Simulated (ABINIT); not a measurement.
**KBeI3 (Pm-3m): zone-centre phonons**

Which modes does KBeI3 (Pm-3m) have at the zone centre?

Program: ABINIT 10.8.3. Level of theory: DFT LDA, scalar-relativistic, plane waves, PseudoDojo norm-conserving pseudopotentials. Results are calculated unless marked as measured.

The structure was built from a prototype and need not be the compound's stable phase.

## Step 1: The structure

Symmetry: Pm-3m, No. 221, cubic system. The conventional cell has a = 5.194 Å, b = 5.194 Å, c = 5.194 Å, α = 90.00°, β = 90.00°, γ = 90.00°. Nearest to K lie 12 I at 3.67 Å. Be has 6 I at 2.60 Å nearest. Nearest to I lie 2 Be at 2.60 Å and 4 K at 3.67 Å. Farther neighbours and most contacts between anions are not listed.

## Step 2: A first look

A first run with smearing and empty bands tells whether the crystal has a gap, which decides between fixed occupations and smearing later on.

Contents of probe.abi:

```
# ground state
tolvrs 1.0d-08
prtden 1
prtwf 1

# basis, mesh and filling
ecut 38.0
ngkpt 4 4 4
nshiftk 1
shiftk 0.0 0.0 0.0
istwfk *1
occopt 7
tsmear 0.005
nband 25
nstep 100
diemac 9.0
prtebands 0
prtgsr 0
useylm 1

# cell and atoms
acell 3*1.0 Angstrom
rprim 
    5.194 0.0 0.0
    0.0 5.194 0.0
    0.0 0.0 5.194
ntypat 3
znucl 19 4 53
natom 5
typat 1 2 3 3 3
xred 
    0.0 0.0 0.0
    0.5 0.5 0.5
    0.5 0.5 0.0
    0.5 0.0 0.5
    0.0 0.5 0.5
pp_dirpath "./pseudo"
pseudos "K.upf, Be.upf, I.upf"
```

Started as:

```bash
$ OMP_NUM_THREADS=1 mpirun -n 4 abinit probe.abi > probe.log
```

Numbers of over 12 decimals in the logs are rounded to 6 here.

probe.abo, the main output file:

```text
[banners, grids, parts of the stress and lines that vanish by symmetry left out]
- input  file    -> probe.abi
- output file    -> probe.abo
- root for input  files -> probei
[...]
Symmetries : space group Pm -3 m (#221); Bravais cP (primitive cubic)
[...]
mpw =       10635          nfft =      216000          nkpt =          10
[...]
== DATASET  1 ==================================================================
[...]
cutoff_energies: {ecut:  38.0, pawecutdg:  -1.0, }
[...]
ETOT  1  -82.873280128536    -8.287E+01 8.750E-02 4.254E+01
 ETOT  2  -82.909512715993    -3.623E-02 7.019E-03 2.497E+00
 ETOT  3  -82.909752865133    -2.401E-04 1.244E-03 1.056E-01
 ETOT  4  -82.909755849400    -2.984E-06 8.345E-04 4.989E-03
 ETOT  5  -82.909756048586    -1.992E-07 5.081E-04 1.870E-04
 ETOT  6  -82.909756058232    -9.646E-09 3.725E-04 5.849E-06
 ETOT  7  -82.909756058819    -5.865E-10 1.999E-04 2.441E-07
 ETOT  8  -82.909756058834    -1.536E-11 1.718E-04 2.478E-09
 At SCF step    8       vres2   =  2.48E-09 < tolvrs=  1.00E-08 =>converged.
[...]
sigma(1 1)= -1.00961831E-04  sigma(3 2)=  0.00000000E+00
  sigma(2 2)= -1.00961831E-04  sigma(3 1)=  0.00000000E+00
  sigma(3 3)= -1.00961831E-04  sigma(2 1)=  0.00000000E+00
[...]
convergence: {deltae: -1.536E-11, res2:  2.478E-09, residm:  1.718E-04, diffor: null, }
etotal    :  -8.29097561E+01
[...]
sigma(1 1)= -1.00961831E-04  sigma(3 2)=  0.00000000E+00
  sigma(2 2)= -1.00961831E-04  sigma(3 1)=  0.00000000E+00
  sigma(3 3)= -1.00961831E-04  sigma(2 1)=  0.00000000E+00
[...]
- sigma(1 1)= -2.97039961E+00  sigma(3 2)=  0.00000000E+00
- sigma(2 2)= -2.97039961E+00  sigma(3 1)=  0.00000000E+00
- sigma(3 3)= -2.97039961E+00  sigma(2 1)=  0.00000000E+00
[...]
fcart     -0.0000000000E+00 -0.0000000000E+00 -0.0000000000E+00
           strten     -1.0096183068E-04 -1.0096183068E-04 -1.0096183068E-04
================================================================================

[key lines of the parts left out:]
pressure_GPa:   2.9704E+00
```

The job ended after 24 s (4 MPI ranks of Arm Neoverse V2, shared host; 96 s of CPU time).

Read from the output:

```yaml
volume_per_atom: 28.02 Å³
pressure: 2.970 GPa
gap_on_the_k_mesh: 0 eV
```

No gap opens on this mesh, so smearing is kept; the printed pressure holds the stress of the finite basis too.

## Step 3: Rough relaxation

The typed start is rough, so a first relaxation with smearing and loose thresholds takes it towards rest cheaply.

Contents of prerelax.abi:

```
# relaxation
ionmov 2
optcell 2
dilatmx 1.15
chkdilatmx 0
ntime 40
tolmxf 3.0d-04
tolvrs 1.0d-10
prtwf 0
prtden 0
chksymtnons 0

# basis, mesh and filling
ecut 38.0
ecutsm 3.0
ngkpt 4 4 4
nshiftk 1
shiftk 0.0 0.0 0.0
istwfk *1
occopt 7
tsmear 0.005
nband 25
nstep 100
diemac 1000000.0
prtebands 0
prtgsr 0
useylm 1

# cell and atoms
acell 3*1.0 Angstrom
rprim 
    5.194 0.0 0.0
    0.0 5.194 0.0
    0.0 0.0 5.194
ntypat 3
znucl 19 4 53
natom 5
typat 1 2 3 3 3
xred 
    0.0 0.0 0.0
    0.5 0.5 0.5
    0.5 0.5 0.0
    0.5 0.0 0.5
    0.0 0.5 0.5
pp_dirpath "./pseudo"
pseudos "K.upf, Be.upf, I.upf"
```

Started as:

```bash
$ OMP_NUM_THREADS=1 mpirun -n 4 abinit prerelax.abi > prerelax.log
```

prerelax.abo, the main output file:

```text
[banners, grids, parts of the stress and lines that vanish by symmetry left out]
- input  file    -> prerelax.abi
- output file    -> prerelax.abo
- root for input  files -> prerelaxi
[...]
Symmetries : space group Pm -3 m (#221); Bravais cP (primitive cubic)
[...]
mpw =       16176          nfft =      262144          nkpt =          10
[...]
== DATASET  1 ==================================================================
[...]
cutoff_energies: {ecut:  38.0, pawecutdg:  -1.0, }
[...]
ETOT  1  -82.870998396494    -8.287E+01 7.220E-02 4.925E+01
 ETOT  2  -82.909435938622    -3.844E-02 8.177E-03 1.486E+00
 ETOT  3  -82.909516609794    -8.067E-05 1.714E-03 2.474E-01
 ETOT  4  -82.909521160176    -4.550E-06 5.743E-04 2.671E-02
 ETOT  5  -82.909521811703    -6.515E-07 1.363E-03 4.929E-04
[...]
At SCF step   10       vres2   =  5.01E-12 < tolvrs=  1.00E-10 =>converged.
[...]
ETOT  9  -82.913407421721    -2.188E-12 9.697E-06 4.199E-11
 At SCF step    9       vres2   =  4.20E-11 < tolvrs=  1.00E-10 =>converged.
[...]
sigma(1 1)= -7.66375382E-07  sigma(3 2)=  0.00000000E+00
  sigma(2 2)= -7.66375382E-07  sigma(3 1)=  0.00000000E+00
  sigma(3 3)= -7.66375382E-07  sigma(2 1)=  0.00000000E+00
[...]
convergence: {deltae: -2.188E-12, res2:  4.199E-11, residm:  9.697E-06, diffor: null, }
etotal    :  -8.29134074E+01
[...]
At Broyd/MD step   4, gradients are converged :
[...]
sigma(1 1)= -7.66375382E-07  sigma(3 2)=  0.00000000E+00
  sigma(2 2)= -7.66375382E-07  sigma(3 1)=  0.00000000E+00
  sigma(3 3)= -7.66375382E-07  sigma(2 1)=  0.00000000E+00
[...]
- sigma(1 1)= -2.25475422E-02  sigma(3 2)=  0.00000000E+00
- sigma(2 2)= -2.25475422E-02  sigma(3 1)=  0.00000000E+00
- sigma(3 3)= -2.25475422E-02  sigma(2 1)=  0.00000000E+00
[...]
fcart     -0.0000000000E+00 -0.0000000000E+00 -0.0000000000E+00
           strten     -7.6637538230E-07 -7.6637538229E-07 -7.6637538229E-07
================================================================================

[key lines of the parts left out:]
pressure_GPa:   2.2548E-02
Total energy (etotal) [Ha]= -8.29134074217209E+01
```

The job ended after 2 min (4 MPI ranks; 8 min of CPU time).

Relaxation path:

```tsv
step	energy less that of the first step (eV)	largest force (eV/Å)	volume (Å³)
1	0.0000	0.0000	140.12
2	-0.0235	0.0000	141.44
3	-0.1049	0.0000	150.90
4	-0.1057	0.0000	151.93
```

```tsv
conventional cell, symmetrised	before	after	change
a (Å)	5.194	5.336	+2.7 %
b (Å)	5.194	5.336	+2.7 %
c (Å)	5.194	5.336	+2.7 %
volume (Å³/atom)	28.02	30.39	+8.4 %
```

This step gave:

```
volume per atom : 30.39 Å³
pressure        : 0.02255 GPa
```

The volume changes by +8.4 % in this run and stands +8.4 % from the first cell.

## Step 4: Relaxation

The harmonic expansion needs vanishing forces, and a free crystal bears no stress, so cell and atoms are brought to rest. Stress is more sensitive to the basis than forces are: the last 3 Ha under the cutoff are smoothed with ecutsm, and the cutoff is raised above that of the later runs.

Contents of relax.abi:

```
# relaxation
ionmov 2
optcell 2
dilatmx 1.08
ntime 40
tolmxf 1.0d-05
tolvrs 1.0d-14
prtwf 0
prtden 0
chksymtnons 0

# basis, mesh and filling
ecut 47.0
ecutsm 3.0
ngkpt 4 4 4
nshiftk 1
shiftk 0.0 0.0 0.0
istwfk *1
occopt 3
tsmear 0.01
nband 25
nstep 100
diemac 1000000.0
prtebands 0
prtgsr 0
useylm 1

# cell and atoms
acell 3*1.0 Angstrom
rprim 
    5.335945382 0.0 0.0
    0.0 5.335945382 0.0
    0.0 0.0 5.335945382
ntypat 3
znucl 19 4 53
natom 5
typat 1 2 3 3 3
xred 
    0.0 0.0 0.0
    0.5 0.5 0.5
    0.5 0.5 0.0
    0.5 0.0 0.5
    0.0 0.5 0.5
pp_dirpath "./pseudo"
pseudos "K.upf, Be.upf, I.upf"
```

Started as:

```bash
$ OMP_NUM_THREADS=1 mpirun -n 4 abinit relax.abi > relax.log
```

relax.abo, the main output file:

```text
[banners, grids, parts of the stress and lines that vanish by symmetry left out]
- input  file    -> relax.abi
- output file    -> relax.abo
- root for input  files -> relaxi
[...]
Symmetries : space group Pm -3 m (#221); Bravais cP (primitive cubic)
[...]
mpw =       19946          nfft =      373248          nkpt =          10
[...]
== DATASET  1 ==================================================================
[...]
cutoff_energies: {ecut:  47.0, pawecutdg:  -1.0, }
[...]
ETOT  1  -82.868765387342    -8.287E+01 1.202E-01 9.644E+01
 ETOT  2  -82.916058242521    -4.729E-02 1.246E-02 5.927E+00
 ETOT  3  -82.916390233968    -3.320E-04 2.031E-03 5.087E-01
 ETOT  4  -82.916396631435    -6.397E-06 1.379E-03 6.467E-02
 ETOT  5  -82.916397760662    -1.129E-06 4.197E-04 2.176E-03
[...]
At SCF step   13       vres2   =  6.73E-16 < tolvrs=  1.00E-14 =>converged.
[...]
sigma(1 1)= -5.92567555E-07  sigma(3 2)=  0.00000000E+00
  sigma(2 2)= -5.92567555E-07  sigma(3 1)=  0.00000000E+00
  sigma(3 3)= -5.92567555E-07  sigma(2 1)=  0.00000000E+00
[...]
convergence: {deltae:  1.847E-13, res2:  6.734E-16, residm:  8.699E-05, diffor: null, }
etotal    :  -8.29163978E+01
[...]
ETOT  1  -82.916397829893    -8.292E+01 4.327E-05 3.615E-04
[...]
At SCF step    9       vres2   =  6.02E-15 < tolvrs=  1.00E-14 =>converged.
[...]
sigma(1 1)= -5.36948604E-07  sigma(3 2)=  0.00000000E+00
  sigma(2 2)= -5.36948604E-07  sigma(3 1)=  0.00000000E+00
  sigma(3 3)= -5.36948604E-07  sigma(2 1)=  0.00000000E+00
[...]
convergence: {deltae: -3.240E-12, res2:  6.016E-15, residm:  1.052E-05, diffor: null, }
etotal    :  -8.29163978E+01
[...]
ETOT  1  -82.916396321638    -8.292E+01 9.621E-06 3.370E-02
[...]
ETOT 10  -82.916397990153     8.214E-12 4.439E-06 1.269E-14
 ETOT 11  -82.916397990155    -2.544E-12 3.477E-06 1.117E-16
 At SCF step   11       vres2   =  1.12E-16 < tolvrs=  1.00E-14 =>converged.
[...]
sigma(1 1)= -4.52873162E-10  sigma(3 2)=  0.00000000E+00
  sigma(2 2)= -4.52873160E-10  sigma(3 1)=  0.00000000E+00
  sigma(3 3)= -4.52873159E-10  sigma(2 1)=  0.00000000E+00
[...]
convergence: {deltae: -2.544E-12, res2:  1.117E-16, residm:  3.477E-06, diffor: null, }
etotal    :  -8.29163980E+01
[...]
At Broyd/MD step   3, gradients are converged :
[...]
sigma(1 1)= -4.52873162E-10  sigma(3 2)=  0.00000000E+00
  sigma(2 2)= -4.52873160E-10  sigma(3 1)=  0.00000000E+00
  sigma(3 3)= -4.52873159E-10  sigma(2 1)=  0.00000000E+00
[...]
- sigma(1 1)= -1.33239884E-05  sigma(3 2)=  0.00000000E+00
- sigma(2 2)= -1.33239884E-05  sigma(3 1)=  0.00000000E+00
- sigma(3 3)= -1.33239883E-05  sigma(2 1)=  0.00000000E+00
[...]
fcart     -0.0000000000E+00 -0.0000000000E+00 -0.0000000000E+00
           strten     -4.5287316171E-10 -4.5287315998E-10 -4.5287315911E-10
================================================================================

[key lines of the parts left out:]
pressure_GPa:   1.3324E-05
Total energy (etotal) [Ha]= -8.29163979901551E+01
```

It took 2.8 min on 4 MPI ranks.

Little changed from the start: no atom moved by 0.005 Å and no cell edge by 0.1 %.

Numbers from this step:

* volume per atom: 30.40 Å³
* pressure: 1.33e-5 GPa

The volume changes by +0.1 % in this run and stands +8.5 % from the first cell.

## Step 5: Ground state

The response is built on these wavefunctions, so the potential is converged far more tightly than an energy would need. Smearing stays on, as the first look found no gap above 0.3 eV.

Contents of gs.abi:

```
# ground state
tolvrs 1.0d-16
prtden 1
prtwf 1

# basis, mesh and filling
ecut 38.0
ngkpt 4 4 4
nshiftk 1
shiftk 0.0 0.0 0.0
istwfk *1
occopt 3
tsmear 0.01
nband 25
nstep 100
diemac 1000000.0
prtebands 0
prtgsr 0
useylm 1

# cell and atoms
acell 3*1.0 Angstrom
rprim 
    5.336956521 0.0 0.0
    0.0 5.336956521 0.0
    0.0 0.0 5.336956521
ntypat 3
znucl 19 4 53
natom 5
typat 1 2 3 3 3
xred 
    0.0 0.0 0.0
    0.5 0.5 0.5
    0.5 0.5 0.0
    0.5 0.0 0.5
    0.0 0.5 0.5
pp_dirpath "./pseudo"
pseudos "K.upf, Be.upf, I.upf"
```

Started as:

```bash
$ OMP_NUM_THREADS=1 mpirun -n 4 abinit gs.abi > gs.log
```

gs.abo, the main output file:

```text
[banners, grids, parts of the stress and lines that vanish by symmetry left out]
- input  file    -> gs.abi
- output file    -> gs.abo
- root for input  files -> gsi
[...]
Symmetries : space group Pm -3 m (#221); Bravais cP (primitive cubic)
[...]
mpw =       11536          nfft =      216000          nkpt =          10
[...]
== DATASET  1 ==================================================================
[...]
cutoff_energies: {ecut:  38.0, pawecutdg:  -1.0, }
[...]
ETOT  1  -82.880321645487    -8.288E+01 8.490E-02 5.186E+01
 ETOT  2  -82.915916441132    -3.559E-02 7.797E-03 2.515E+00
 ETOT  3  -82.916122504676    -2.061E-04 2.467E-03 3.108E-01
 ETOT  4  -82.916129383305    -6.879E-06 1.194E-03 3.873E-02
 ETOT  5  -82.916130509039    -1.126E-06 3.997E-04 6.549E-04
[...]
ETOT 13  -82.916130540484     2.458E-12 2.404E-05 3.466E-16
 ETOT 14  -82.916130540482     2.217E-12 8.185E-06 1.631E-17
 At SCF step   14       vres2   =  1.63E-17 < tolvrs=  1.00E-16 =>converged.
[...]
sigma(1 1)=  2.85152323E-06  sigma(3 2)=  0.00000000E+00
  sigma(2 2)=  2.85152323E-06  sigma(3 1)=  0.00000000E+00
  sigma(3 3)=  2.85152323E-06  sigma(2 1)=  0.00000000E+00
[...]
convergence: {deltae:  2.217E-12, res2:  1.631E-17, residm:  8.185E-06, diffor: null, }
etotal    :  -8.29161305E+01
[...]
sigma(1 1)=  2.85152323E-06  sigma(3 2)=  0.00000000E+00
  sigma(2 2)=  2.85152323E-06  sigma(3 1)=  0.00000000E+00
  sigma(3 3)=  2.85152323E-06  sigma(2 1)=  0.00000000E+00
[...]
- sigma(1 1)=  8.38947098E-02  sigma(3 2)=  0.00000000E+00
- sigma(2 2)=  8.38947098E-02  sigma(3 1)=  0.00000000E+00
- sigma(3 3)=  8.38947098E-02  sigma(2 1)=  0.00000000E+00
[...]
fcart     -0.0000000000E+00 -0.0000000000E+00 -0.0000000000E+00
           strten      2.8515232280E-06  2.8515232280E-06  2.8515232280E-06
================================================================================

[key lines of the parts left out:]
pressure_GPa:  -8.3895E-02
```

Wall time 39 s (4 MPI ranks).

This step gave:

```yaml
pressure: -0.08389 GPa
```

The cell stands at -0.084 GPa, close enough for phonons.

[end of part 1 of 3]

[Host names and launcher messages were left out of these logs when they were recorded.]

[Logs are printed without paths, hosts, clocks, repeated set-up lines and the standing remarks that a program may print on its own settings, such as how far it seeks lower states.]

[Hosts, paths, dates, database ids (printed as entryN), source tags and the programs' standing remarks are cut or masked in the printed files.]
